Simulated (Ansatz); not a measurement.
## bond stretched by 2.5 Å, between Al atomic chains under bias

Is the junction ohmic, and where does the voltage drop?

Calculated with Ansatz 0.2.0; DFT PBE, plane waves, PAW; current against voltage, self-consistent under bias.

**1. Set-up**

The cell holds 34 atoms: 34 Al. Its edges and angles: a = 6.000 Å, b = 6.000 Å, c = 96.030 Å, α = 90.0°, β = 90.0°, γ = 90.0°. Electrodes: Al atomic chain; the apex atoms were set 4.910 Å apart. Regions: lower lead, 17 atoms (17 Al); upper lead, 17 atoms (17 Al). Vacuum lies along a, b and c.

**2. Current against voltage, box 6 × 6 × 96 Å**

Vacuum beyond both ends lets the two leads hold different Fermi levels, and the density is solved anew at each bias. Each lead has 17 atoms, since a wire screens slowly.

input.yaml reads:

```yaml
crystal:
  lattice:
    - [6.0, 0.0, 0.0]
    - [0.0, 6.0, 0.0]
    - [0.0, 0.0, 96.03]
  atoms:
    - { symbol: Al, position: [0.5, 0.5, 0.0] }
    - { symbol: Al, position: [0.5, 0.5, 0.025096324] }
    - { symbol: Al, position: [0.5, 0.5, 0.050192648] }
    - { symbol: Al, position: [0.5, 0.5, 0.075288972] }
    - { symbol: Al, position: [0.5, 0.5, 0.100385296] }
    - { symbol: Al, position: [0.5, 0.5, 0.12548162] }
    - { symbol: Al, position: [0.5, 0.5, 0.150577944] }
    - { symbol: Al, position: [0.5, 0.5, 0.175674268] }
    - { symbol: Al, position: [0.5, 0.5, 0.200770593] }
    - { symbol: Al, position: [0.5, 0.5, 0.225866917] }
    - { symbol: Al, position: [0.5, 0.5, 0.250963241] }
    - { symbol: Al, position: [0.5, 0.5, 0.276059565] }
    - { symbol: Al, position: [0.5, 0.5, 0.301155889] }
    - { symbol: Al, position: [0.5, 0.5, 0.326252213] }
    - { symbol: Al, position: [0.5, 0.5, 0.351348537] }
    - { symbol: Al, position: [0.5, 0.5, 0.376444861] }
    - { symbol: Al, position: [0.5, 0.5, 0.401541185] }
    - { symbol: Al, position: [0.5, 0.5, 0.45267104] }
    - { symbol: Al, position: [0.5, 0.5, 0.477767364] }
    - { symbol: Al, position: [0.5, 0.5, 0.502863688] }
    - { symbol: Al, position: [0.5, 0.5, 0.527960012] }
    - { symbol: Al, position: [0.5, 0.5, 0.553056337] }
    - { symbol: Al, position: [0.5, 0.5, 0.578152661] }
    - { symbol: Al, position: [0.5, 0.5, 0.603248985] }
    - { symbol: Al, position: [0.5, 0.5, 0.628345309] }
    - { symbol: Al, position: [0.5, 0.5, 0.653441633] }
    - { symbol: Al, position: [0.5, 0.5, 0.678537957] }
    - { symbol: Al, position: [0.5, 0.5, 0.703634281] }
    - { symbol: Al, position: [0.5, 0.5, 0.728730605] }
    - { symbol: Al, position: [0.5, 0.5, 0.753826929] }
    - { symbol: Al, position: [0.5, 0.5, 0.778923253] }
    - { symbol: Al, position: [0.5, 0.5, 0.804019577] }
    - { symbol: Al, position: [0.5, 0.5, 0.829115901] }
    - { symbol: Al, position: [0.5, 0.5, 0.854212225] }
kpoints:
  mp_grid: { grid: [1, 1, 1] }
scf:
  occupations: { method: fermi_dirac, width: 0.1 }
hamiltonian:
  xc: pbe
output:
  current_voltage:
    leads: [[10, 11], [22, 23]]
    bias: [0.3, 0.6, 1.0, 1.5]
    electrode_ends: [16, 17]
    kmesh: [1, 1]
  write_potential: true
  write_density: true
  volumetric_format: npy
basis:
  ecutwfc: "340 eV"
```

The run is started by

```bash
> ansatz run input.yaml --threads 4 --pin off --max-ram 16384MiB --backend cpu --events-out ev --progress --plain --runs-dir out
```

Numbers of over 12 decimals in the logs are rounded to 6 here.

Log:

```text
Warning: basis.ecutwfc = 340 eV is below the records' recommended 420 eV, and the density's cutoff is lower with it unless basis.ecutrho_ratio is high enough to keep the records' density cutoff: compare with a run at a higher cutoff
Engine: ansatz 0.2.0, x86_64-unknown-linux-gnu
Pseudopotentials: kind: paw
Pseudopotential: Al, paw, valence charge 3, recommended cutoff 420 eV (normal), Al.paw.azcp
Functional definition: PBE
  parameter kappa = 0.804
  parameter beta = 0.066725
  exchange = pbe_x(kappa = kappa, mu = beta*pi^2/3)
  correlation = pbe_c(beta = beta)
Crystal: 34 atoms, lattice volume = 3457.080 Å³
Basis set: ecut = 340 eV, 48997 PW (Γ)
Bands: 85, of which v1, the nominal top of the filled ones, is band 51 counted from 1 (50 counted from 0)
Symmetry: 16 space group operations
Space group: P4/mmm (ITA 123), of the structure as read, at distance tolerance 1.5e-4 Å
k-points: 1
Non-local potential: Al, projectors of the file, l = 0: 2, l = 1: 2, l = 2: 1
PAW form: soft (Blöchl's): semilocal exchange-correlation on the pseudo side does not see the compensation charge
PAW one-centre angular grid: Al, 110 points (default); XC on 64 Gauss nodes
Initial density: superposition of atomic densities (neutral atoms: chi_scale 0, normalization atom), corrected by the library's trained network
Initial wavefunctions: pseudopotential atomic-orbital guess
Functional: x = pbe(κ = 0.804, μ = 0.219515), c = pbe(β = 0.066725)
SCF iter   1: F=—  HF=-18203.282726 eV  |F-HF|=—  |Δ(HF+E_count)|=         —  Δρ=4.33e-3  dr2=2.05e1  ethr=1.77e-3  ⟨swp⟩=7.0  Hψ=430  notcnv=0
preconditioner: auto → LDOS  [metal: Δε(μ)=0.179 eV  Ē_g=4.079 eV  σ=0.100 eV  W_gap=0.41  n_scr=214 (ndim 8)  ℏωp=6.4 eV  f_vac=0.279  D(μ)=46.96/eV (n_scr^D=246)  β→1.0]
SCF iter   2: F=—  HF=-18202.859619 eV  |F-HF|=—  |Δ(HF+E_count)|=   4.23e-1  Δρ=1.71e-3  dr2=6.04e-1  ethr=1.77e-3  ⟨swp⟩=4.0  Hψ=153  notcnv=0
SCF iter   3: F=—  HF=-18202.855754 eV  |F-HF|=—  |Δ(HF+E_count)|=   3.86e-3  Δρ=6.99e-4  dr2=1.51e-1  ethr=5.92e-4  ⟨swp⟩=3.0  Hψ=139  notcnv=0
SCF iter   4: F=—  HF=-18202.853526 eV  |F-HF|=—  |Δ(HF+E_count)|=   2.23e-3  Δρ=2.99e-4  dr2=2.85e-2  ethr=1.48e-4  ⟨swp⟩=1.0  Hψ=85  notcnv=0
SCF iter   5: F=—  HF=-18202.852513 eV  |F-HF|=—  |Δ(HF+E_count)|=   1.01e-3  Δρ=1.33e-4  dr2=3.93e-3  ethr=2.80e-5  ⟨swp⟩=1.0  Hψ=85  notcnv=0
SCF iter   6: F=—  HF=-18202.852362 eV  |F-HF|=—  |Δ(HF+E_count)|=   1.51e-4  Δρ=3.40e-5  dr2=1.64e-4  ethr=3.85e-6  ⟨swp⟩=3.0  Hψ=123  notcnv=0
SCF iter   7: F=—  HF=-18202.852375 eV  |F-HF|=—  |Δ(HF+E_count)|=   1.27e-5  Δρ=1.42e-5  dr2=3.35e-5  ethr=1.61e-7  ⟨swp⟩=3.0  Hψ=157  notcnv=0
SCF iter   8: F=—  HF=-18202.852384 eV  |F-HF|=—  |Δ(HF+E_count)|=   8.85e-6  Δρ=5.55e-6  dr2=5.38e-6  ethr=3.29e-8  ⟨swp⟩=3.0  Hψ=126  notcnv=0
SCF iter   9: F=—  HF=-18202.852383 eV  |F-HF|=—  |Δ(HF+E_count)|=   3.39e-7  Δρ=2.81e-6  dr2=1.87e-6  ethr=5.28e-9  ⟨swp⟩=3.0  Hψ=141  notcnv=0
SCF iter  10: F=—  HF=-18202.852383 eV  |F-HF|=—  |Δ(HF+E_count)|=   2.60e-8  Δρ=1.49e-6  dr2=1.06e-6  ethr=1.83e-9  ⟨swp⟩=1.0  Hψ=85  notcnv=0
SCF iter  11: F=—  HF=-18202.852383 eV  |F-HF|=—  |Δ(HF+E_count)|=   1.92e-8  Δρ=9.74e-7  dr2=2.50e-7  ethr=1.04e-9  ⟨swp⟩=1.0  Hψ=85  notcnv=0
SCF iter  12: F=-18202.852383 eV  HF=-18202.852383 eV  |F-HF|=7.13e-9  |Δ(HF+E_count)|=   2.08e-8  Δρ=3.24e-7  dr2=1.28e-8  ethr=9.80e-11  ⟨swp⟩=9.0  Hψ=211  notcnv=0
smearing: bands 48 to 51 share 5.122 electrons (they would hold 6.000 with every lower band full and every higher one empty; bands counted from 0; each is filled to between 0.6377 and 0.6428 of a full level; at each k-point the levels lie within 2.2e-3 eV, against a smearing width of 0.1000 eV). The entropy term TS of this state is 1.7594 eV
SCF 1 converged in 12 iterations: F = -18202.852383 eV  dr2 = 1.28e-8
  greatest PAW one-centre occupation: 0.574 electrons in one spin orbital (limit 2), on the Al atom at site 33 (counted from 0), in its partial waves of l = 0
bias +0 V, iteration  1: dr2 6.98e0 eV, mean Fermi level -1.7687 eV
bias +0 V, iteration  2: dr2 2.49e-1 eV, mean Fermi level -1.7605 eV
bias +0 V, iteration  3: dr2 1.15e-1 eV, mean Fermi level -1.7666 eV
bias +0 V, iteration  4: dr2 1.50e-2 eV, mean Fermi level -1.7640 eV
bias +0 V, iteration  5: dr2 1.74e-3 eV, mean Fermi level -1.7643 eV
bias +0 V, iteration  6: dr2 1.72e-4 eV, mean Fermi level -1.7643 eV
bias +0 V, iteration  7: dr2 9.21e-5 eV, mean Fermi level -1.7640 eV
bias +0 V, iteration  8: dr2 2.77e-5 eV, mean Fermi level -1.7640 eV
bias +0 V, iteration  9: dr2 8.24e-6 eV, mean Fermi level -1.7640 eV
bias +0 V, iteration 10: dr2 3.42e-6 eV, mean Fermi level -1.7640 eV
bias +0 V, iteration 11: dr2 2.40e-6 eV, mean Fermi level -1.7640 eV
bias +0 V, iteration 12: dr2 1.28e-7 eV, mean Fermi level -1.7640 eV
bias +0 V, iteration 13: dr2 2.83e-8 eV, mean Fermi level -1.7640 eV
bias +0.3 V, iteration  1: dr2 3.50e2 eV, mean Fermi level -1.7511 eV
bias +0.3 V, iteration  2: dr2 8.73e0 eV, mean Fermi level -1.7644 eV
bias +0.3 V, iteration  3: dr2 4.86e0 eV, mean Fermi level -1.7623 eV
bias +0.3 V, iteration  4: dr2 1.52e-1 eV, mean Fermi level -1.7643 eV
bias +0.3 V, iteration  5: dr2 2.42e-2 eV, mean Fermi level -1.7631 eV
bias +0.3 V, iteration  6: dr2 1.06e-2 eV, mean Fermi level -1.7639 eV
bias +0.3 V, iteration  7: dr2 7.12e-4 eV, mean Fermi level -1.7636 eV
bias +0.3 V, iteration  8: dr2 1.27e-4 eV, mean Fermi level -1.7638 eV
bias +0.3 V, iteration  9: dr2 5.38e-5 eV, mean Fermi level -1.7638 eV
bias +0.3 V, iteration 10: dr2 7.72e-6 eV, mean Fermi level -1.7638 eV
bias +0.3 V, iteration 11: dr2 2.86e-6 eV, mean Fermi level -1.7638 eV
bias +0.3 V, iteration 12: dr2 1.40e-7 eV, mean Fermi level -1.7638 eV
bias +0.3 V, iteration 13: dr2 3.27e-8 eV, mean Fermi level -1.7638 eV
bias +0.6 V, iteration  1: dr2 4.22e-4 eV, mean Fermi level -1.7637 eV
bias +0.6 V, iteration  2: dr2 1.59e-4 eV, mean Fermi level -1.7638 eV
bias +0.6 V, iteration  3: dr2 3.08e-4 eV, mean Fermi level -1.7640 eV
bias +0.6 V, iteration  4: dr2 6.69e-6 eV, mean Fermi level -1.7639 eV
bias +0.6 V, iteration  5: dr2 2.47e-5 eV, mean Fermi level -1.7639 eV
bias +0.6 V, iteration  6: dr2 1.27e-7 eV, mean Fermi level -1.7639 eV
bias +0.6 V, iteration  7: dr2 1.36e-6 eV, mean Fermi level -1.7639 eV
bias +0.6 V, iteration  8: dr2 3.12e-7 eV, mean Fermi level -1.7639 eV
bias +0.6 V, iteration  9: dr2 3.50e-8 eV, mean Fermi level -1.7639 eV
bias +1 V, iteration  1: dr2 3.14e-3 eV, mean Fermi level -1.7637 eV
bias +1 V, iteration  2: dr2 6.17e-3 eV, mean Fermi level -1.7639 eV
bias +1 V, iteration  3: dr2 2.54e-2 eV, mean Fermi level -1.7645 eV
bias +1 V, iteration  4: dr2 2.32e-3 eV, mean Fermi level -1.7640 eV
bias +1 V, iteration  5: dr2 2.17e-4 eV, mean Fermi level -1.7642 eV
bias +1 V, iteration  6: dr2 2.15e-5 eV, mean Fermi level -1.7642 eV
bias +1 V, iteration  7: dr2 1.56e-5 eV, mean Fermi level -1.7642 eV
bias +1 V, iteration  8: dr2 1.32e-5 eV, mean Fermi level -1.7642 eV
bias +1 V, iteration  9: dr2 8.53e-7 eV, mean Fermi level -1.7642 eV
bias +1 V, iteration 10: dr2 5.22e-8 eV, mean Fermi level -1.7642 eV
bias +1.5 V, iteration  1: dr2 1.41e-1 eV, mean Fermi level -1.7635 eV
bias +1.5 V, iteration  2: dr2 9.21e-3 eV, mean Fermi level -1.7642 eV
bias +1.5 V, iteration  3: dr2 2.58e-1 eV, mean Fermi level -1.7632 eV
bias +1.5 V, iteration  4: dr2 1.10e-2 eV, mean Fermi level -1.7645 eV
bias +1.5 V, iteration  5: dr2 1.08e-2 eV, mean Fermi level -1.7643 eV
bias +1.5 V, iteration  6: dr2 3.80e-4 eV, mean Fermi level -1.7647 eV
bias +1.5 V, iteration  7: dr2 3.10e-3 eV, mean Fermi level -1.7644 eV
bias +1.5 V, iteration  8: dr2 3.08e-4 eV, mean Fermi level -1.7645 eV
bias +1.5 V, iteration  9: dr2 2.44e-3 eV, mean Fermi level -1.7641 eV
bias +1.5 V, iteration 10: dr2 6.98e-5 eV, mean Fermi level -1.7643 eV
bias +1.5 V, iteration 11: dr2 3.58e-5 eV, mean Fermi level -1.7642 eV
bias +1.5 V, iteration 12: dr2 1.33e-5 eV, mean Fermi level -1.7642 eV
bias +1.5 V, iteration 13: dr2 1.37e-5 eV, mean Fermi level -1.7642 eV
bias +1.5 V, iteration 14: dr2 1.54e-5 eV, mean Fermi level -1.7642 eV
bias +1.5 V, iteration 15: dr2 1.96e-6 eV, mean Fermi level -1.7642 eV
bias +1.5 V, iteration 16: dr2 4.57e-6 eV, mean Fermi level -1.7642 eV
bias +1.5 V, iteration 17: dr2 3.79e-6 eV, mean Fermi level -1.7642 eV
bias +1.5 V, iteration 18: dr2 3.07e-6 eV, mean Fermi level -1.7642 eV
bias +1.5 V, iteration 19: dr2 6.94e-7 eV, mean Fermi level -1.7642 eV
bias +1.5 V, iteration 20: dr2 2.35e-7 eV, mean Fermi level -1.7642 eV
bias +1.5 V, iteration 21: dr2 4.31e-8 eV, mean Fermi level -1.7642 eV
transmission: 6 of 40 steps passed
transmission: 14 of 40 steps passed
[...]
transmission: 40 of 40 steps passed
WARN: The output density's exchange-correlation potential varies sharply where the density is thin. Do not read a vacuum level from v_tot or v_xc, or from such a field of the output density. On a cell that repeats whose density bears no net charge and no dipole along the vacuum's axis use v_es (v_loc + v_h of the components); under efield.dipole_correction with no amplitude use v_es + v_field, which holds any externa [...]
SCF converged after 12 iterations
Free energy (F): -18202.852383 eV
Harris-Foulkes:  -18202.852383 eV  (|F-HF|=7.13e-9)
Internal energy: -18201.093022 eV  (E = F + TS)
E sigma→0 (E₀):  -18201.972703 eV
Entropy (-TS):   -1.759361 eV (-51.746 meV/atom)
Fermi energy:    -1.773468 eV
--- Per-component energies (eV) ---
  E_band       = -496.822979
  E_kinetic    = 663.209788
  E_local      = -6830.795193  (includes V_loc(G=0)·N_el)
  E_nonlocal   = 390.103190
  E_hartree    = 3130.661557
  E_xc         = -1253.976477
  E_vxc        = -851.082296  (∫ρ·V_xc dr)
  E_paw        = -15894.282033  (= ΣΔE_a)
  E_vpaw       = -129.581040  (= ΣTr[D̂ρ^β])
  E_aug_tail   = -0.000195  (compensation charges beyond the density's cutoff)
  E_ewald      = 1593.986342
  E_smearing   = -1.759361  (= −TS)
  E_closure    = 0.000000  (closes the sum)
  Σ components = -18202.852383   (vs F -18202.852383, Δ=0.00e0)
--- Band table (eV) ---
  k-point 0: bands = [... 47 lower, -1.9588, -1.8322, -1.8322, -1.8300, -1.8300, -1.6771, -1.6771, -1.6739, ... 30 higher]
--- Current–voltage curve ---
  leads      : [10, 11] from 0.00 to 38.56 and [22, 23] from 43.47 to 82.03 Å, reservoirs outside 24.54 and 57.49
  electrodes : end at 38.56 and 43.47 Å
  density    : 216 bands, filled at a thermal energy of 2.585e-2 eV; current at 300 K
  bias (V)   current (A)   every other point   every other energy   edges, levels   drop (V)   electrons moved   misfit (meV)   iterations
        +0      0.0000e0                   -             0.0000e0        0.0000e0     +0.000            0.00e0           30.4   13
      +0.3     9.8344e-8                   -            9.8345e-8        0.0000e0     +0.301           1.58e-2           31.1   13
      +0.6     9.9950e-8                   -            9.9946e-8        0.0000e0     +0.602           3.15e-2           31.8   9
        +1     1.2904e-7                   -            1.2904e-7        0.0000e0     +1.004           5.09e-2           33.2   10
      +1.5     1.9858e-7                   -            1.9859e-7        0.0000e0     +1.508           7.19e-2           35.8   21
  At 0 V the conductance is 6.9646e-7 S, 1.9346e12 S/m².
```

Elapsed: 3.9 min, on 4 threads of Intel Xeon Platinum 8375C at 2.90GHz (Ice Lake), shared host; peak memory 3.2 GiB; 15 min of CPU time.

This step gave:

* conductance at zero bias: 0.008989 G₀
* current at the highest bias: 0.1986 μA
* largest misfit of the leads: 35.84 meV

Cell area 36.000 Å^2. Current through one cell against bias:

```
bias (V)  current through one cell (nA)
   0.000                              0
   0.300                           98.3
   0.600                          100.0
   1.000                            129
   1.500                            199
```

Bias 0 V. Table of transmission and channels at 0 V by energy, zero at the mean Fermi level:

```
energy (eV)  transmission  channels, lower lead  channels, upper lead
     -0.259        2.8e-4                     2                     2
     -0.233        4.7e-4                     2                     2
     -0.207        7.9e-4                     2                     2
     -0.181       0.00130                     2                     2
     -0.155       0.00210                     2                     2
     -0.129       0.00326                     2                     2
     -0.103       0.00476                     2                     2
     -0.078       0.00647                     2                     2
     -0.052       0.00805                     2                     2
     -0.026       0.00919                     2                     2
      0.000       0.00972                     2                     2
      0.026       0.00971                     2                     2
      0.052       0.00932                     2                     2
      0.078       0.00875                     2                     2
      0.103       0.00813                     2                     2
      0.129       0.00755                     2                     2
      0.155       0.00705                     2                     2
      0.181       0.00662                     2                     2
      0.207       0.00628                     2                     2
      0.233       0.00602                     2                     2
      0.259       0.00582                     2                     2
```

Bias 0.6 V. The transmission and channels at 0.6 V by energy, zero at the mean Fermi level:

```
energy (eV)  transmission  channels, lower lead  channels, upper lead
     -0.569             0                     0                     2
     -0.517             0                     0                     2
     -0.491             0                     0                     2
     -0.439             0                     0                     2
     -0.414             0                     0                     2
     -0.362             0                     0                     2
     -0.336             0                     0                     2
     -0.284             0                     0                     2
     -0.259             0                     0                     2
     -0.207             0                     0                     2
     -0.181             0                     0                     2
     -0.129             0                     0                     2
     -0.103             0                     0                     2
     -0.052        3.5e-4                     2                     2
     -0.026        6.4e-4                     2                     2
      0.000        8.7e-4                     2                     2
      0.026       0.00113                     2                     2
      0.052       0.00146                     2                     2
      0.103       0.00242                     2                     2
      0.129       0.00310                     2                     2
      0.181       0.00487                     2                     2
      0.207       0.00585                     2                     2
      0.259       0.00749                     2                     2
      0.284       0.00797                     2                     2
      0.336       0.00822                     2                     3
      0.362       0.00811                     2                     3
      0.414       0.00775                     2                     3
      0.439       0.00758                     2                     3
      0.491       0.00731                     2                     3
      0.517       0.00722                     2                     3
      0.569       0.00716                     2                     3
```

Bias 1.5 V. The transmission and channels at 1.5 V by energy, zero at the mean Fermi level:

```
energy (eV)  transmission  channels, lower lead  channels, upper lead
     -1.034             0                     1                     2
     -0.982             0                     1                     2
     -0.931             0                     1                     2
     -0.879             0                     1                     2
     -0.801             0                     1                     2
     -0.750             0                     1                     2
     -0.698             0                     0                     2
     -0.646             0                     0                     2
     -0.595             0                     0                     2
     -0.543             0                     0                     2
     -0.465             0                     0                     2
     -0.414             0                     0                     2
     -0.362             0                     0                     2
     -0.310             0                     0                     2
     -0.259             0                     0                     2
     -0.207             0                     0                     2
     -0.129             0                     0                     3
     -0.078             0                     0                     3
     -0.026             0                     0                     3
      0.000             0                     0                     3
      0.026             0                     0                     3
      0.078             0                     0                     3
      0.129             0                     0                     3
      0.207             0                     0                     3
      0.259             0                     0                     3
      0.310             0                     0                     3
      0.362             0                     0                     3
      0.414       0.00127                     2                     3
      0.465       0.00218                     2                     3
      0.543       0.00448                     2                     3
      0.595       0.00720                     2                     3
      0.646        0.0108                     2                     3
      0.698        0.0141                     2                     3
      0.750        0.0156                     2                     3
      0.776        0.0158                     2                     3
      0.801        0.0156                     2                     3
      0.879        0.0145                     2                     3
      0.931        0.0139                     2                     3
      0.982        0.0135                     2                     3
      1.034        0.0133                     2                     3
```

(Part 1 of 2 ends here.)

[Logs are printed without paths, hosts, clocks, repeated set-up lines and the standing remarks that a program may print on its own settings, such as how far it seeks lower states.]

[Hosts, paths, dates, database ids (printed as entryN), source tags and the programs' standing remarks are cut or masked in the printed files.]
